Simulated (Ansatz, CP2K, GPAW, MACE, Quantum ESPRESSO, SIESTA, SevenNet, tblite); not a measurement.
## Running random rock-salt alloy of CaS and PbS (64 atoms) with GPAW

Wanted: GPAW inputs and outputs for random rock-salt alloy of CaS and PbS (64 atoms), checked against a plane-wave reference.

Program: GPAW 26.7.0. Level of theory: the method is named at each step. Results are calculated unless marked as measured.

### 1. The starting structure

The cell holds 64 atoms: 24 Ca, 32 S and 8 Pb. Its edges and angles: a = 11.503 Å, b = 11.503 Å, c = 11.503 Å, α = 90.0°, β = 90.0°, γ = 90.0°. It derives from CaS (rock-salt), repeated 2×2×2. Rock-salt CaS, 2 x 2 x 2 conventional cells, 8 of 32 Ca sites given to Pb at random (x = 0.250), lattice by Vegard's rule (a = 5.752 Å); not relaxed, displaced by a Gaussian of 0.02 Å. Then every atom was moved at random, 0.02 Å r.m.s. a Cartesian component.

The yardstick, on the same geometry:

| Property | Result |
| --- | --- |
| method | Kohn-Sham DFT, PBE, PAW, plane waves (Ansatz 0.2.0); cutoff 420 eV, Γ point, fermi-dirac smearing of 0.05 eV; PAW set soft_2 |
| r.m.s. force component | 0.295 eV/Å |
| longest force | 1.106 eV/Å |
| pressure | 2.091 GPa |
| gap (highest filled to lowest empty level) | 1.891 eV |
| SCF cycles | 8 |
| time | 8.9 s on 8 threads of Arm Neoverse V2, shared host |
| CPU time | 62 s |

### 2. PBE, LCAO dzp, h 0.2 Å

Method: Kohn-Sham DFT, PBE, PAW, atomic orbitals (dzp).

File run.py:

```python
import numpy as np
from ase.io import read
from gpaw import GPAW, FermiDirac

atoms = read("structure.xyz")
atoms.calc = GPAW(
    mode="lcao",
    basis="dzp",
    h=0.2,
    xc="PBE",
    kpts={"size": (1, 1, 1), "gamma": True},
    occupations=FermiDirac(0.05),
    maxiter=200,
    symmetry={"point_group": False},
    txt="gpaw.txt",
)
energy = atoms.get_potential_energy(force_consistent=True)
forces = atoms.get_forces()
print(f"energy {energy:.6f} eV")
print("forces (eV/A)")
for i, (a, f) in enumerate(zip(atoms, forces)):
    print(f"{i:4d} {a.symbol:2s} {f[0]:10.5f} {f[1]:10.5f} {f[2]:10.5f}")
print(f"Fermi level {atoms.calc.get_fermi_level():.4f} eV")
for k in range(len(atoms.calc.get_ibz_k_points())):
    for s in range(atoms.calc.get_number_of_spins()):
        e = atoms.calc.get_eigenvalues(kpt=k, spin=s)
        n = np.searchsorted(e, atoms.calc.get_fermi_level())
        print(f"k {k} spin {s} levels about the Fermi level:", np.round(e[max(n - 6, 0):n], 4).tolist(), "|", np.round(e[n:n + 6], 4).tolist())
```

File structure.xyz:

```xyz
64
Lattice="11.50300 0.00000 0.00000 0.00000 11.50300 0.00000 0.00000 0.00000 11.50300" Properties=species:S:1:pos:R:3 pbc="T T T"
Ca 0.01817 0.09271 0.02485
S 2.90922 0.05625 0.01254
Pb 11.48229 2.91382 2.86735
S 2.89864 2.88794 2.88495
Ca 2.84412 11.46009 2.89795
S 11.50173 11.50208 2.87149
Ca 2.84561 2.82916 11.50288
S 11.47999 2.86425 0.01242
Pb 0.04222 11.48310 5.70100
S 2.82192 11.47447 5.69767
Ca 11.46354 2.84665 8.66118
S 2.82353 2.88829 8.60045
Ca 2.87759 11.47769 8.56329
S 11.44986 0.00276 8.61264
Pb 2.89933 2.87069 5.74621
S 11.48851 2.89623 5.72884
Ca 11.47942 5.69030 0.04452
S 2.84550 5.77819 11.47827
Ca 11.44525 8.60528 2.87817
S 2.91567 8.60068 2.85689
Ca 2.86620 5.74966 2.87540
S 0.04831 5.75840 2.90002
Pb 2.88219 8.67982 0.03900
S 11.49161 8.67407 0.01645
Pb 11.44652 5.74736 5.73022
S 2.94235 5.75311 5.78509
Ca 0.02186 8.61241 8.63737
S 2.85401 8.64416 8.62944
Ca 2.84446 5.75000 8.64830
S 11.49966 5.70928 8.60574
Ca 2.89496 8.64830 5.77232
S 0.01645 8.64427 5.70215
Ca 5.78417 0.02703 11.49161
S 8.57261 0.01679 11.49909
Pb 5.75323 2.87092 2.85044
S 8.60712 2.87955 2.85240
Ca 8.60585 0.01254 2.89956
S 5.75069 11.49840 2.86356
Ca 8.62690 2.86206 0.03071
S 5.66615 2.87322 0.00299
Ca 5.69226 11.48310 5.70250
S 8.63312 0.00817 5.73540
Ca 5.75162 2.87080 8.60781
S 8.69305 2.89438 8.63691
Ca 8.57135 0.02416 8.62000
S 5.76795 0.01139 8.60896
Ca 8.59090 2.89174 5.76956
S 5.69686 2.86724 5.73390
Ca 5.77876 5.75990 11.50001
S 8.64082 5.73482 0.03405
Ca 5.77416 8.61621 2.93211
S 8.60344 8.61805 2.84136
Pb 8.63691 5.72205 2.88886
S 5.69191 5.75138 2.86126
Ca 8.69190 8.62345 0.02243
S 5.74943 8.67936 0.01035
[... 4 atom lines left out ...]
Pb 8.66429 5.78026 8.58331
S 5.74000 5.77750 8.58745
Ca 8.64727 8.67280 5.76220
S 5.74448 8.59355 5.76059
```

Command:

```
> OMP_NUM_THREADS=1 python run.py > output.txt
```

Log:

```text
energy -305.948957 eV
forces (eV/A)
   0 Ca   -0.10820   -0.50684   -0.16771
   1 S    -0.20439    0.35236   -0.07087
   2 Pb    0.20024   -0.27987    0.26733
   3 S    -0.28009   -0.11717   -0.67408
   4 Ca    0.13975    0.18307   -0.27478
   5 S    -0.07229   -0.44859   -0.61192
   6 Ca    0.09183    0.35690    0.02749
   7 S     0.01017    0.13993   -0.59144
   8 Pb   -0.50348    0.11943    0.30738
   9 S     0.92108   -0.50142    0.17677
  10 Ca    0.24180    0.01818   -0.33562
  11 S     0.19509   -0.16918    0.72249
  12 Ca   -0.12447    0.13562    0.29416
  13 S     0.24003   -0.04995    0.57166
  14 Pb   -0.40843    0.26400   -0.03824
  15 S    -0.69861   -0.04771    0.58265
  16 Ca    0.13913    0.33268   -0.21931
  17 S     0.03511   -0.60520    0.12297
  18 Ca    0.29064    0.12542   -0.03486
  19 S    -0.16817    0.15766    0.77044
  20 Ca    0.10437   -0.05576    0.02660
  21 S     0.19358    0.57897   -0.72990
  22 Pb   -0.01678   -0.15569   -0.21817
  23 S    -0.55527   -0.10670   -0.04171
[...]
56 Ca   -0.03070    0.00209    0.07265
  57 S    -0.78751    0.02841    0.01505
  58 Ca   -0.36251   -0.06927   -0.01997
  59 S     0.16339    0.80655    0.04890
  60 Pb   -0.23664   -0.19962    0.26341
  61 S    -0.44692   -0.12999    0.13459
  62 Ca   -0.01487   -0.09158   -0.08503
  63 S     0.18164    0.18945    0.04059
Fermi level 6.2575 eV
k 0 spin 0 levels about the Fermi level: [4.3219, 4.4013, 4.8506, 5.2107, 5.2668, 5.3109] | [7.2241, 7.2363, 7.2578, 7.5953, 7.6119, 7.6507]
```

gpaw.txt:

```text
Input parameters:
  mode=LCAO(),
  basis={'default': 'dzp'},
  h=0.2,
  kpts=MonkhorstPack(size=(1, 1, 1), gamma=True),
  maxiter=200,
  occupations=Occupations(name='fermi-dirac', width=0.05, fixmagmom=False),
  symmetry=Symmetry(point_group=False),
  xc=XC(name='PBE')
Unit cell  # Å
| periodic |         x |         y |         z |   lengths |    angles |
|----------|-----------|-----------|-----------|-----------|-----------|
|      yes | 11.503000 |  0.000000 |  0.000000 | 11.503000 | 90.000000 |
|      yes |  0.000000 | 11.503000 |  0.000000 | 11.503000 | 90.000000 |
|      yes |  0.000000 |  0.000000 | 11.503000 | 11.503000 | 90.000000 |
Number of symmetries: 1
Symmetry operations  # r_c * U_cc + t_c -> r_c
|   | kind |            matrix            |
|---|------|------------------------------|
| 0 |  E   |  1, 0, 0,  0, 1, 0,  0, 0, 1 |
BZ-sampling:
  Number of BZ points: 1
  Number of IBZ points: 1
  Monkhorst-Pack size: [1, 1, 1]
  Monkhorst-Pack shift: [0, 0, 0]
[... lines left out ...]
Reference energy: -5329900.405207  # eV
eigensolver:
density mixing:
  MSR1-Mixer
occupation numbers:
  Fermi-Dirac:
    width: 0.0500  # eV
FastPoissonSolver using
    Stencil: 6*3+1=19 point O(h^6) finite-difference Laplacian
xc functional:
  name: PBE with 2 nearest neighbor stencil
interpolation: tri-quintic # 5. degree polynomial
Initialization done in: 10.627 s
convergence criteria:
- Maximum [total energy] change in last 3 cyles: 0.0005 eV / valence electron
- Maximum integral of absolute [dens]ity change: 0.0001 electrons / valence electron
- Maximum integral of absolute [eigenst]ate change: 4e-08 eV^2 / valence electron
maximum number of iterations: 200
SCF iterations
|iter     |      energy | eigst |  dens |
|---------|-------------|-------|-------|
|iter:   1| -310.608427 |      c|       |
|iter:   2| -309.208225 |      c| -1.29 |
|iter:   3| -305.945339 |      c| -1.32 |
|iter:   4| -306.097200 |      c| -1.80 |
|iter:   5| -305.947987c|      c| -2.12 |
|iter:   6| -305.951680c|      c| -2.37 |
|iter:   7| -305.949092c|      c| -3.02 |
|iter:   8| -305.948969c|      c| -3.62 |
|iter:   9| -305.948957c|      c| -4.08c|
Converged in 9 steps
SCF loop duration: 178.694 s (19.855 s/step)
Energy contributions relative to reference atoms: (reference = -5329900.405207)
Energy contributions:
  Kinetic:         547.859725
  Coulomb:        -491.031487
  Zero:             -0.290910
  External:          0.000000
  Xc:             -362.486285
  Entropy:          -0.000000
  Spinorbit:         0.000000
  ----------------------------
  Free energy:    -305.948957
  Extrapolated:   -305.948957
dipole moment: (226.483247, -57.331010, -223.982934)  # |e|*Ang
Fermi level: 6.257
Eigenvalues  # (at kpt = [0.000, 0.000, 0.000])
| band index |      eig [eV] | occ [0-2] |
|------------|---------------|-----------|
|          0 |       -35.073 |     2.000 |
|        ... |               |           |
|        264 |         4.315 |     2.000 |
|        265 |         4.320 |     2.000 |
[...]
|        279 |         7.931 |     0.000 |
|        ... |               |           |
|        319 |         9.658 |     0.000 |
Gap: 1.913 eV
Transition (v -> c):
  (s=0, k=0, n=271, [0.00, 0.00, 0.00]) -> (s=0, k=0, n=272, [0.00, 0.00, 0.00])
No difference between direct/indirect transitions
Force computation time: 52.138  # s
timing:  # [seconds]
  Total:  241.486  # ━━━━━━━━━━━━━━━━━━━━━━━━━━━━━━━━━━━━━━━━━━━━━━━━━━━━━━━━
  Init:    10.626  # ━━╸
  SCF:    178.694  # ━━━━━━━━━━━━━━━━━━━━━━━━━━━━━━━━━━━━━━━━━╸
  Forces:  52.138  # ━━━━━━━━━━━━
```

Run time: 4 min. Hardware: 1 thread of Arm Neoverse V2, shared host; peak memory 1.7 GiB.

Banners, paths, timers and routine set-up lines are dropped from the logs unmarked, and long logs keep their key lines alone; longer cuts are marked.

Against the reference:

```
r.m.s. force component                           : 0.3134 eV/Å
r.m.s. difference of force components            : 29.25 meV/Å
longest difference of force vectors              : 109.8 meV/Å
force difference over r.m.s. force               : 9.917 %
slope of forces against the reference's          : 1.059
correlation of force components                  : 0.9972
gap (highest filled to lowest empty level) : 1.913 eV
gap difference                                   : 0.0225 eV
```

Length of the force difference by element (eV/Å):

| element | atoms | mean | most |
| --- | --- | --- | --- |
| Ca | 24 | 0.018 | 0.034 |
| Pb | 8 | 0.039 | 0.060 |
| S | 32 | 0.062 | 0.11 |

Levels nearest the highest filled one (eV from it): -0.99, -0.91, -0.46, -0.10, -0.04, 0.00, 1.91, 1.93, 1.95, 2.28, 2.30, 2.34.

A closer look about Ca47, picked at random: 9 atoms, nearest first, numbered in the order of the input, with positions taken from that point.

| atom | x | y | z | distance (Å) | bonds | Fx | Fy | Fz (eV/Å) |
| --- | --- | --- | --- | --- | --- | --- | --- | --- |
| Ca47 | 0.00 | 0.00 | 0.00 | 0.00 | 6 | 0.21 | -0.10 | -0.10 |
| S58 | 0.06 | 2.86 | -0.02 | 2.86 | 6 | -0.79 | 0.03 | 0.02 |
| S44 | 0.10 | 0.00 | 2.87 | 2.87 | 6 | -0.55 | -0.59 | 0.04 |
| S42 | 0.04 | -2.88 | -0.03 | 2.88 | 6 | -0.69 | 0.00 | 0.10 |
| S48 | -2.89 | -0.02 | -0.04 | 2.89 | 6 | 1.00 | -0.07 | 0.63 |
| S16 | 2.90 | 0.00 | -0.04 | 2.90 | 6 | -0.70 | -0.05 | 0.58 |
| S36 | 0.02 | -0.01 | -2.92 | 2.92 | 6 | 0.21 | -0.61 | 0.23 |
| Ca43 | -2.84 | -0.02 | 2.84 | 4.01 | 6 | -0.11 | 0.14 | 0.09 |
| Ca57 | -2.84 | 2.86 | -0.04 | 4.03 | 6 | -0.03 | 0.00 | 0.07 |

Atoms are counted from 1 here, from 0 in the log.

Forces lie 9.9 % from the reference's, at 3.9 times its CPU time (on 1 against 8 cores).

### 3. PBE, LCAO dzp, h 0.2 Å, other mixer settings

Method: Kohn-Sham DFT, PBE, PAW, atomic orbitals (dzp).

Edit run.py of step 2 so:

```diff
@@ -2,3 +2,3 @@
 from ase.io import read
-from gpaw import GPAW, FermiDirac
+from gpaw import GPAW, FermiDirac, Mixer
 
@@ -12,2 +12,3 @@
     occupations=FermiDirac(0.05),
+    mixer=Mixer(0.03, 7, 100),
     maxiter=200,
```

structure.xyz is that of step 2.

Log:

```text
energy -305.948950 eV
forces (eV/A)
   0 Ca   -0.10771   -0.50638   -0.16728
   1 S    -0.20056    0.35539   -0.06806
   2 Pb    0.20241   -0.27877    0.27038
   3 S    -0.28110   -0.11830   -0.67190
   4 Ca    0.14074    0.18398   -0.27416
   5 S    -0.06741   -0.44763   -0.61240
[...]
61 S    -0.44765   -0.12475    0.13707
  62 Ca   -0.01648   -0.09237   -0.08456
  63 S     0.18390    0.18668    0.04284
Fermi level 6.2576 eV
k 0 spin 0 levels about the Fermi level: [4.3219, 4.4013, 4.8505, 5.211, 5.2671, 5.3106] | [7.2238, 7.2359, 7.2576, 7.5953, 7.612, 7.6502]
```

gpaw.txt:

```text
Input parameters:
  mode=LCAO(),
  basis={'default': 'dzp'},
  h=0.2,
  kpts=MonkhorstPack(size=(1, 1, 1), gamma=True),
  maxiter=200,
[... lines left out ...]
  occupations=Occupations(name='fermi-dirac', width=0.05, fixmagmom=False),
[... lines left out ...]
  Fermi-Dirac:
[... lines left out ...]
convergence criteria:
- Maximum [total energy] change in last 3 cyles: 0.0005 eV / valence electron
[... lines left out ...]
Converged in 15 steps
[... lines left out ...]
  Free energy:    -305.948950
[... lines left out ...]
Fermi level: 6.258
[... lines left out ...]
|        ... |               |           |
|        319 |         9.658 |     0.000 |
Gap: 1.913 eV
Transition (v -> c):
  (s=0, k=0, n=271, [0.00, 0.00, 0.00]) -> (s=0, k=0, n=272, [0.00, 0.00, 0.00])
No difference between direct/indirect transitions
Force computation time: 51.383  # s
timing:  # [seconds]
  Total:  368.281  # ━━━━━━━━━━━━━━━━━━━━━━━━━━━━━━━━━━━━━━━━━━━━━━━━━━━━━━━━
  Init:    10.587  # ━╸
  SCF:    306.282  # ━━━━━━━━━━━━━━━━━━━━━━━━━━━━━━━━━━━━━━━━━━━━━━╸
  Forces:  51.383  # ━━━━━━━━
```

Run time: 6.2 min. Hardware: 1 thread; peak memory 1.6 GiB.

Against the reference:

```yaml
r_m_s_force_component: 0.3139 eV/Å
r_m_s_difference_of_force_components: 29.18 meV/Å
longest_difference_of_force_vectors: 111 meV/Å
force_difference_over_r_m_s_force: 9.891 %
slope_of_forces_against_the_reference_s: 1.061
correlation_of_force_components: 0.9973
spacing_of_highest_filled_and_lowest_empty_level: 1.913 eV
gap_difference: 0.0225 eV
energy_less_the_same_level_run_s: 0.0001 meV/atom
r_m_s_force_difference_from_the_same_level_run: 2.395 meV/Å
```

Against the first run (9.9 %), the force difference from the reference is 9.9 %, at 1.5 times the CPU time (15 SCF steps against 9): another solver or mixer reaches the same state.

### 4. PBE, LCAO szp(dzp), h 0.2 Å

Method: Kohn-Sham DFT, PBE, PAW, atomic orbitals (szp(dzp)).

Edit run.py of step 3 so:

```diff
@@ -2,3 +2,3 @@
 from ase.io import read
-from gpaw import GPAW, FermiDirac, Mixer
+from gpaw import GPAW, FermiDirac
 
@@ -7,3 +7,3 @@
     mode="lcao",
-    basis="dzp",
+    basis="szp(dzp)",
     h=0.2,
@@ -12,3 +12,2 @@
     occupations=FermiDirac(0.05),
-    mixer=Mixer(0.03, 7, 100),
     maxiter=200,
```

structure.xyz is that of step 3.

Log:

```text
energy -301.389964 eV
forces (eV/A)
   0 Ca   -0.11838   -0.52009   -0.17765
   1 S    -0.21047    0.36846   -0.06596
   2 Pb    0.20422   -0.28178    0.30972
   3 S    -0.28670   -0.11621   -0.69081
   4 Ca    0.14931    0.18915   -0.28598
   5 S    -0.06496   -0.44394   -0.62366
   6 Ca    0.10820    0.35775    0.02582
   7 S     0.00629    0.14607   -0.60266
   8 Pb   -0.52623    0.14731    0.31988
   9 S     0.94823   -0.50561    0.17702
  10 Ca    0.24595    0.01853   -0.33833
  11 S     0.19731   -0.17319    0.73254
[...]
59 S     0.16152    0.81372    0.04323
  60 Pb   -0.24288   -0.20952    0.25840
  61 S    -0.44648   -0.13210    0.13786
  62 Ca   -0.02678   -0.08908   -0.08300
  63 S     0.18549    0.19031    0.03535
Fermi level 6.4393 eV
k 0 spin 0 levels about the Fermi level: [4.4161, 4.4609, 4.914, 5.2804, 5.3386, 5.3839] | [7.5131, 7.5267, 7.5567, 7.7648, 7.7861, 7.8375]
```

gpaw.txt:

```text
Input parameters:
  mode=LCAO(),
  basis={'default': 'szp(dzp)'},
  h=0.2,
  kpts=MonkhorstPack(size=(1, 1, 1), gamma=True),
  maxiter=200,
  occupations=Occupations(name='fermi-dirac', width=0.05, fixmagmom=False),
  symmetry=Symmetry(point_group=False),
  xc=XC(name='PBE')
[... lines left out ...]
  Fermi-Dirac:
[... lines left out ...]
convergence criteria:
- Maximum [total energy] change in last 3 cyles: 0.0005 eV / valence electron
[... lines left out ...]
Converged in 9 steps
[... lines left out ...]
  Free energy:    -301.389964
[... lines left out ...]
Fermi level: 6.439
[... lines left out ...]
|          0 |       -35.096 |     2.000 |
|        ... |               |           |
|        264 |         4.408 |     2.000 |
|        265 |         4.413 |     2.000 |
[...]
|        279 |         8.203 |     0.000 |
|        ... |               |           |
|        319 |         9.787 |     0.000 |
Gap: 2.129 eV
Transition (v -> c):
  (s=0, k=0, n=271, [0.00, 0.00, 0.00]) -> (s=0, k=0, n=272, [0.00, 0.00, 0.00])
No difference between direct/indirect transitions
Force computation time: 32.296  # s
timing:  # [seconds]
  Total:  162.322  # ━━━━━━━━━━━━━━━━━━━━━━━━━━━━━━━━━━━━━━━━━━━━━━━━━━━━━━━━
  Init:     8.173  # ━━━
  SCF:    121.827  # ━━━━━━━━━━━━━━━━━━━━━━━━━━━━━━━━━━━━━━━━━━
  Forces:  32.296  # ━━━━━━━━━━━
```

The job ended after 2.7 min (1 thread; peak memory 1.6 GiB).

Compared with the plane-wave run:

```yaml
r_m_s_force_component: 0.3196 eV/Å
r_m_s_difference_of_force_components: 32.9 meV/Å
longest_difference_of_force_vectors: 118.4 meV/Å
force_difference_over_r_m_s_force: 11.15 %
slope_of_forces_against_the_reference_s: 1.081
correlation_of_force_components: 0.9975
spacing_of_highest_filled_and_lowest_empty_level: 2.129 eV
gap_difference: 0.2385 eV
```

This is a coarse setting, run to see what it loses.

Against the first run (9.9 %), the force difference from the reference is 11 %, at 0.67 times the CPU time, with 784 basis functions against 1296: the smaller basis costs accuracy.

### 5. revPBE, LCAO dzp, h 0.2 Å

Method: Kohn-Sham DFT, revPBE, PAW, atomic orbitals (dzp).

Edit run.py of step 4 so:

```diff
@@ -7,5 +7,5 @@
     mode="lcao",
-    basis="szp(dzp)",
+    basis="dzp",
     h=0.2,
-    xc="PBE",
+    xc="revPBE",
     kpts={"size": (1, 1, 1), "gamma": True},
```

structure.xyz is that of step 4.

Log:

```text
energy -288.432888 eV
forces (eV/A)
   0 Ca   -0.11069   -0.51730   -0.17348
   1 S    -0.20619    0.34706   -0.07614
   2 Pb    0.20173   -0.28206    0.27158
   3 S    -0.28370   -0.12280   -0.67562
   4 Ca    0.14374    0.18799   -0.28225
   5 S    -0.07491   -0.45328   -0.61819
   6 Ca    0.09135    0.36765    0.02555
   7 S     0.00974    0.14235   -0.59741
   8 Pb   -0.50982    0.12394    0.31149
   9 S     0.93105   -0.50096    0.18100
  10 Ca    0.24892    0.02024   -0.34297
  11 S     0.19852   -0.17346    0.72814
  12 Ca   -0.12817    0.14114    0.30065
  13 S     0.24209   -0.05568    0.57778
  14 Pb   -0.41582    0.26587   -0.03803
  15 S    -0.69933   -0.04984    0.58711
  16 Ca    0.14308    0.34352   -0.22604
  17 S     0.03726   -0.60888    0.12435
  18 Ca    0.29810    0.12931   -0.03836
  19 S    -0.17475    0.15871    0.77713
  20 Ca    0.10454   -0.05659    0.02804
  21 S     0.19370    0.58451   -0.73560
  22 Pb   -0.01867   -0.15541   -0.22171
  23 S    -0.55227   -0.10878   -0.04355
[...]
56 Ca   -0.02637   -0.00119    0.07208
  57 S    -0.79665    0.03284    0.01345
  58 Ca   -0.37335   -0.07022   -0.02096
  59 S     0.17058    0.81661    0.05137
  60 Pb   -0.23860   -0.20241    0.26973
  61 S    -0.44987   -0.13435    0.13982
  62 Ca   -0.01659   -0.09510   -0.08892
  63 S     0.18675    0.19405    0.04520
Fermi level 6.3827 eV
k 0 spin 0 levels about the Fermi level: [4.3994, 4.506, 4.948, 5.3077, 5.3647, 5.4094] | [7.3767, 7.3888, 7.4102, 7.738, 7.7554, 7.7958]
```

gpaw.txt:

```text
Input parameters:
  mode=LCAO(),
  basis={'default': 'dzp'},
  h=0.2,
  kpts=MonkhorstPack(size=(1, 1, 1), gamma=True),
  maxiter=200,
  occupations=Occupations(name='fermi-dirac', width=0.05, fixmagmom=False),
  symmetry=Symmetry(point_group=False),
  xc=XC(name='revPBE')
Unit cell  # Å
| periodic |         x |         y |         z |   lengths |    angles |
[... lines left out ...]
  Fermi-Dirac:
[... lines left out ...]
convergence criteria:
- Maximum [total energy] change in last 3 cyles: 0.0005 eV / valence electron
[... lines left out ...]
Converged in 9 steps
[... lines left out ...]
  Free energy:    -288.432888
  Extrapolated:   -288.432888
dipole moment: (226.532395, -57.423938, -224.026710)  # |e|*Ang
Fermi level: 6.383
Eigenvalues  # (at kpt = [0.000, 0.000, 0.000])
| band index |      eig [eV] | occ [0-2] |
|------------|---------------|-----------|
|          0 |       -35.093 |     2.000 |
|        ... |               |           |
|        264 |         4.393 |     2.000 |
|        265 |         4.397 |     2.000 |
[...]
|        279 |         8.080 |     0.000 |
|        ... |               |           |
|        319 |         9.802 |     0.000 |
Gap: 1.967 eV
Transition (v -> c):
  (s=0, k=0, n=271, [0.00, 0.00, 0.00]) -> (s=0, k=0, n=272, [0.00, 0.00, 0.00])
No difference between direct/indirect transitions
Force computation time: 51.463  # s
timing:  # [seconds]
  Total:  243.329  # ━━━━━━━━━━━━━━━━━━━━━━━━━━━━━━━━━━━━━━━━━━━━━━━━━━━━━━━━
  Init:    10.607  # ━━╸
  SCF:    181.234  # ━━━━━━━━━━━━━━━━━━━━━━━━━━━━━━━━━━━━━━━━━╸
  Forces:  51.463  # ━━━━━━━━━━━━
```

Elapsed: 4.1 min, on 1 thread; peak memory 1.7 GiB.

Compared with the plane-wave run:

```
r.m.s. force component                           : 0.3169 eV/Å
r.m.s. difference of force components            : 32.03 meV/Å
longest difference of force vectors              : 117.2 meV/Å
force difference over r.m.s. force               : 10.86 %
slope of forces against the reference's          : 1.071
correlation of force components                  : 0.9971
gap (highest filled to lowest empty level) : 1.967 eV
gap difference                                   : 0.0766 eV
```

Against the first run (9.9 %), the force difference from the reference is 11 %, at 1.0 times the CPU time; the model has changed, so this is no error of the program alone.

(Part 1 of 2 ends here.)

[Also dropped from logs without a mark: logging warnings of Python, and SIESTA's first energy breakdown and zero terms.]

[Logs are printed without paths, hosts, clocks, repeated set-up lines and the standing remarks that a program may print on its own settings, such as how far it seeks lower states.]

[Hosts, paths, dates, database ids (printed as entryN), source tags and the programs' standing remarks are cut or masked in the printed files.]
